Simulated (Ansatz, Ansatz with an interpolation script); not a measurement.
Rows from a G0W0 calculation on WSe2 (P6_3/mmc) (Ansatz 0.2.0; G0W0 on LDA, plane waves, PAW; PAW set soft_1; 6×6×2 mesh, 409 empty bands, screening to 130 eV, PAW set soft_1 files), in eV. Spin-orbit coupling is left out.

The database entry behind the starting cell differs from later determinations by our own check (a about 0.2 % long), so it need not match the best structure at ambient conditions.

```
row                      k  band   start       Σx  Σc at the solution      Vxc
  A                      Γ    v2  11.214  -18.155               1.581  -16.272
  B                      Γ    v1  12.239  -19.393               0.339  -19.132
  C  (0.167, 0.167, 0.000)    c1  13.161  -13.051              -3.700  -17.143
  D                      Γ    c1  14.867  -13.915              -4.216  -18.587
  E  (0.167, 0.167, 0.000)    c2  14.079  -14.180              -4.180  -18.801
  F  (0.167, 0.167, 0.000)    v1  11.138  -19.446               1.043  -18.421
```

Q: Work out each quasiparticle level and how far it moved.

The quasiparticle equation reads E = start + Σx + Σc(E) − Vxc.

```
row  E (eV)  shift (eV)
  A  10.913      −0.302
  B  12.318      +0.079
  C  13.553      +0.392
  D  15.323      +0.456
  E  14.521      +0.442
  F  11.156      +0.018
```

The gap over the computed points goes from 0.92 eV to 1.24 eV.

Limits: not at the basis limit; no spin-orbit coupling; coarse k mesh.

[Paths, hosts, dates, memory and timing lines, banners, echoed tables and standing remarks are left out of the program output.]

[Logs are printed without paths, hosts, clocks, repeated set-up lines and the standing remarks that a program may print on its own settings, such as how far it seeks lower states.]

[Runs of the session that timed out or met a known fault of the program may be left out.]

[Hosts, paths, dates, database ids (printed as entryN), source tags and the programs' standing remarks are cut or masked in the printed files.]
